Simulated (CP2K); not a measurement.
Ethylene carbonate has these distinct O atoms: O1 (bonded to C) and O3 (bonded to 2 C).

```xyz
10

O     2.7154   -0.1310   -0.1527
C     1.5147   -0.0754   -0.0748
O     0.6948   -1.0959    0.3725
C    -0.6832   -0.7284    0.1172
C    -0.6164    0.7915   -0.0496
O     0.7653    1.0256   -0.4227
H    -1.2914   -1.0513    0.9691
H    -1.0186   -1.2420   -0.7952
H    -1.2606    1.1737   -0.8484
H    -0.8201    1.3331    0.8846
```

Their partial O K spectra (CP2K XAS_TDP, all-electron GAPW, PBEh(45%), aug-cc-pVDZ, TDA, GW2X-corrected core level, no relativity) are given in random order, each times the number of alike atoms.

Gaussian full width 0.5 eV, oscillator strength per eV, alike atoms added, rows of zeros left out:

```tsv
E (eV)	curve 1	curve 2
532.75	0.000	0.002
533.00	0.000	0.024
533.25	0.000	0.068
533.50	0.000	0.049
533.75	0.000	0.009
536.00	0.001	0.001
536.25	0.016	0.002
536.50	0.094	0.003
536.75	0.151	0.002
537.00	0.067	0.002
537.25	0.010	0.001
537.50	0.014	0.001
537.75	0.025	0.003
538.00	0.012	0.011
538.25	0.022	0.018
538.50	0.087	0.012
538.75	0.099	0.004
539.00	0.031	0.006
539.25	0.008	0.012
539.50	0.028	0.007
539.75	0.050	0.003
540.00	0.047	0.004
540.25	0.027	0.006
540.50	0.012	0.017
540.75	0.006	0.024
541.00	0.008	0.018
541.25	0.006	0.012
541.50	0.005	0.006
541.75	0.014	0.004
542.00	0.022	0.002
542.25	0.023	0.001
542.50	0.022	0.006
542.75	0.021	0.016
543.00	0.013	0.016
543.25	0.006	0.010
543.50	0.006	0.004
```

Which curve belongs to which atom?

Curve 1: O3 (bonded to 2 C), leading line at 536.66 eV (f = 0.020 an atom), ionisation energy 539.73 eV, term value 3.07 eV. Curve 2: O1 (bonded to C), leading line at 533.32 eV (f = 0.038 an atom), ionisation energy 538.10 eV, term value 4.78 eV. The leading line of an atom is its first one with 35 % of the strongest within 2.5 eV of its lowest line over the strength cut. A line lies at the core ionisation energy, which rises as an atom loses charge to its neighbours or to a π system, less the term value, which is large for a low π* or σ* orbital with weight on that atom.

[Banner, clock and machine lines of the logs are left out without a mark of their own.]

[Logs are printed without paths, hosts, clocks, repeated set-up lines and the standing remarks that a program may print on its own settings, such as how far it seeks lower states.]

[Hosts, paths, dates, database ids (printed as entryN), source tags and the programs' standing remarks are cut or masked in the printed files.]
